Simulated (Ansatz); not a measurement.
# Y2Ti2S2O5 (I4/mmm): converging the G0W0 gap, part 2 of 2

Wanted: a G0W0 gap for Y2Ti2S2O5 (I4/mmm) that is converged in bands and cutoff, or an estimate of the limit.

Ansatz 0.2.0; G0W0 on r2SCAN, plane waves, PAW; PAW set soft_1. Known limits of the many-body steps: not at the basis limit; no spin-orbit coupling.

So far. Step 4 (764 empty bands, screening to 160 eV): Against the run with 6×6×6 mesh, 355 empty bands, screening to 96 eV, PAW set soft_1 files, the gap moves by +0.013 eV.

### 5. Changing the k mesh: 4×4×4 mesh, 355 empty bands, screening to 96 eV, PAW set soft_1 files

A second mesh at equal bands and cutoff isolates the sampling error. Bands and cutoff differ from the step before, so it is read against an earlier run that matches them.

Input file input.yaml:

```yaml
crystal:
  lattice:
    - [-1.898002, 1.898002, 11.54533]
    - [1.898002, -1.898002, 11.54533]
    - [1.898002, 1.898002, -11.54533]
  atoms:
    - { symbol: "Y", position: [0.666698, 0.666698, 0.0] }
    - { symbol: "Y", position: [0.333302, 0.333302, 0.0] }
    - { symbol: Ti, position: [0.921493, 0.921493, 0.0] }
    - { symbol: Ti, position: [0.078507, 0.078507, 0.0] }
    - { symbol: S, position: [0.794752, 0.794752, 0.0] }
    - { symbol: S, position: [0.205248, 0.205248, 0.0] }
    - { symbol: O, position: [0.0, 0.0, 0.0] }
    - { symbol: O, position: [0.900805, 0.400805, 0.5] }
    - { symbol: O, position: [0.599195, 0.099195, 0.5] }
    - { symbol: O, position: [0.400805, 0.900805, 0.5] }
    - { symbol: O, position: [0.099195, 0.599195, 0.5] }
kpoints:
  mp_grid: { grid: [4, 4, 4] }
hamiltonian:
  xc: r2scan
  pseudopotentials: { kind: paw, azcp: { folder: soft_1 } }
scf:
  occupations: { method: fixed }
gw:
  n_empty_bands: 355
  ecut_chi: 96
  qp_bands: [v3, c3]
  qp_kpoints: band_edges
  screening: { model: contour_deformation }
```

The run is started by

```console
ansatz run input.yaml --threads 24 --pin off --max-ram 110592MiB --backend cuda --events-out ev --progress --plain --runs-dir out --devices 1 --max-vram 157GiB
```

Numbers of over 12 decimals in the logs are rounded to 6 here.

The log of the run:

```text
GPUs: using 1 of 1 available (devices: 1).
[...]
Crystal: 11 atoms, lattice volume = 166.364 Å³
Basis set: ecut = 500 eV, 4231 PW (Γ), exchange–correlation on 360×360×360 points (64 copies of the dense FFT grid, shifted against one another)
Bands: 55, of which v1, the nominal top of the filled ones, is band 44 counted from 1 (43 counted from 0)
Symmetry: 16 space group operations
[...]
k-points: 13 of 64
[...]
1    42      7.2862   -19.3270     2.7072   -16.2981  0.7598     6.9627     6.9644  root
     1    43      7.6490   -18.7516     2.4189   -15.9180  0.7695     7.2318     7.2343  root
[...]
12    44      8.3818   -18.7815     2.2068   -16.1811  0.7757     7.9861     7.9881  root
    12    45      9.5365   -12.6505    -6.7694   -20.6483  0.7300    10.7977    10.7649  root
    12    46      9.5576   -12.6715    -6.7874   -20.6903  0.7295    10.8220    10.7889  root
    12    47     10.7533   -13.9120    -6.5940   -21.7523  0.7119    12.0452    11.9996  root
[key lines of the parts left out:]
SCF converged after 11 iterations
```

It took 16 s on 1 × NVIDIA GB200 with 24 threads of Arm Neoverse V2, shared host; peak memory 4.2 GiB; 56 s of CPU time.

This step gave:

```yaml
bands_summed: 399
rpa_eps_infinity_on_this_mesh_eigenvalues: 5.820, 5.855, 5.855
plane_waves_in_the_screening_matrix: 343
g0w0_gap_on_the_mesh: 2.774 eV
k_of_the_valence_top: 0, 0, 0
k_of_the_conduction_bottom: 0, 0, 0
starting_gap_on_the_mesh: 1.153 eV
least_direct_g0w0_gap_on_the_computed_points: 2.774 eV
```

Against the run with 6×6×6 mesh, 355 empty bands, screening to 96 eV, PAW set soft_1 files, the gap moves by −0.002 eV.

### 6. Changing the frequency model: 6×6×6 mesh, 355 empty bands, screening to 96 eV, plasmon pole, PAW set soft_1 files

A plasmon pole stands in for the full frequency dependence of the screening; this run shows what that costs in accuracy.

Edit input.yaml of step 5 so:

```diff
@@ -18,3 +18,3 @@
 kpoints:
-  mp_grid: { grid: [4, 4, 4] }
+  mp_grid: { grid: [6, 6, 6] }
 hamiltonian:
@@ -29,2 +29,2 @@
   qp_kpoints: band_edges
-  screening: { model: contour_deformation }
+  screening: { model: godby_needs }
```

The log of the run:

```text
GPUs: using 1 of 1 available (devices: 1).
[...]
Crystal: 11 atoms, lattice volume = 166.364 Å³
Basis set: ecut = 500 eV, 4231 PW (Γ), exchange–correlation on 360×360×360 points (64 copies of the dense FFT grid, shifted against one another)
Bands: 55, of which v1, the nominal top of the filled ones, is band 44 counted from 1 (43 counted from 0)
Symmetry: 16 space group operations
[...]
k-points: 30 of 216
[...]
20    45     10.3569   -14.1313    -6.2704   -21.8414  0.7697    11.8125    11.7966  root
    20    46     10.8020   -13.9760    -6.5049   -21.9069  0.7676    12.2418    12.2280  root
[...]
29    44      8.3784   -18.7179     2.1714   -16.1811  0.7996     8.0123     8.0130  root
    29    45      9.5394   -12.6917    -6.6621   -20.6474  0.7743    10.8448    10.8329  root
    29    46      9.5604   -12.7126    -6.6789   -20.6893  0.7740    10.8702    10.8582  root
    29    47     10.7563   -13.9003    -6.4424   -21.7516  0.7686    12.1780    12.1652  root
[key lines of the parts left out:]
SCF converged after 11 iterations
```

The job ended after 3.4 min (1 × NVIDIA GB200 with 24 threads; peak memory 8.1 GiB; 50 min of CPU time).

This step gave:

- bands summed: 399
- plasmon-pole fit frequency: 27.01 eV
- RPA ε∞ on this mesh (eigenvalues): 5.708, 5.708, 5.791
- plane waves in the screening matrix: 343
- G0W0 gap on the mesh: 2.816 eV
- k of the valence top: 0, 0, 0
- k of the conduction bottom: 0, 0, 0
- starting gap on the mesh: 1.159 eV
- least direct G0W0 gap on the computed points: 2.816 eV

Against the run with 6×6×6 mesh, 355 empty bands, screening to 96 eV, PAW set soft_1 files, the gap moves by +0.04 eV.

### 7. Convergence and cost

Times are wall times on 1 × NVIDIA GB200 with 24 threads of Arm Neoverse V2, shared host, good to a factor of about two.

```tsv
mesh	files	frequency	bands summed	cutoff (eV)	start (eV)	G0W0 (eV)	time	host memory (GiB)
6×6×6	PAW set soft_1	contour deformation	169	48	1.159	2.850	51 s	3.9
6×6×6	PAW set soft_1	contour deformation	399	96	1.159	2.775	1.8 min	5.1
6×6×6	PAW set soft_1	contour deformation	808	160	1.159	2.788	4.1 min	8.5
4×4×4	PAW set soft_1	contour deformation	399	96	1.153	2.774	16 s	4.2
6×6×6	PAW set soft_1	plasmon pole	399	96	1.159	2.816	3.4 min	8.1
```

How the two edges are built up, in eV (the quasiparticle level is the starting level plus Σx plus Σc less Vxc):

```tsv
run	edge	start	Σx	Σc	Vxc	Z	QP
169 bands	valence top	8.38	-18.73	2.55	-16.19	0.79	8.39
169 bands	conduction bottom	9.54	-12.69	-6.25	-20.64	0.74	11.24
399 bands	valence top	8.38	-18.73	2.15	-16.19	0.78	7.99
399 bands	conduction bottom	9.54	-12.69	-6.72	-20.64	0.73	10.77
808 bands	valence top	8.38	-18.73	1.92	-16.19	0.78	7.76
808 bands	conduction bottom	9.54	-12.69	-6.94	-20.64	0.73	10.54
```

### 8. Summary of results

```yaml
169_bands_48_ev: 2.850 eV
399_bands_96_ev: 2.775 eV
808_bands_160_ev: 2.788 eV
mesh_and_start: 6×6×6, r2SCAN
```

In words: From 169 to 808 bands the gap moves by −0.06 eV while the time grows 4.7-fold. Σc changes by −0.63 eV at the valence top and −0.69 eV at the conduction bottom, so the levels themselves move more than the gap between them. The gap turns back along the series, so no limit is drawn from it. On the 4×4×4 mesh in place of 6×6×6 the gap differs by −0.002 eV, of which −0.01 eV is already in the start. The plasmon-pole model gives +0.04 eV against contour deformation, 3 % of the correction, and saved no time in this program. The many-body steps are scalar-relativistic: spin-orbit coupling is not in them.

[Paths, hosts, dates, memory and timing lines, banners, echoed tables and standing remarks are left out of the program output.]

[Logs are printed without paths, hosts, clocks, repeated set-up lines and the standing remarks that a program may print on its own settings, such as how far it seeks lower states.]

[Runs of the session that timed out or met a known fault of the program may be left out.]

[Cells called generated may have been cut or substituted from an entry of the Crystallography Open Database or the Materials Project.]

[Hosts, paths, dates, database ids (printed as entryN), source tags and the programs' standing remarks are cut or masked in the printed files.]
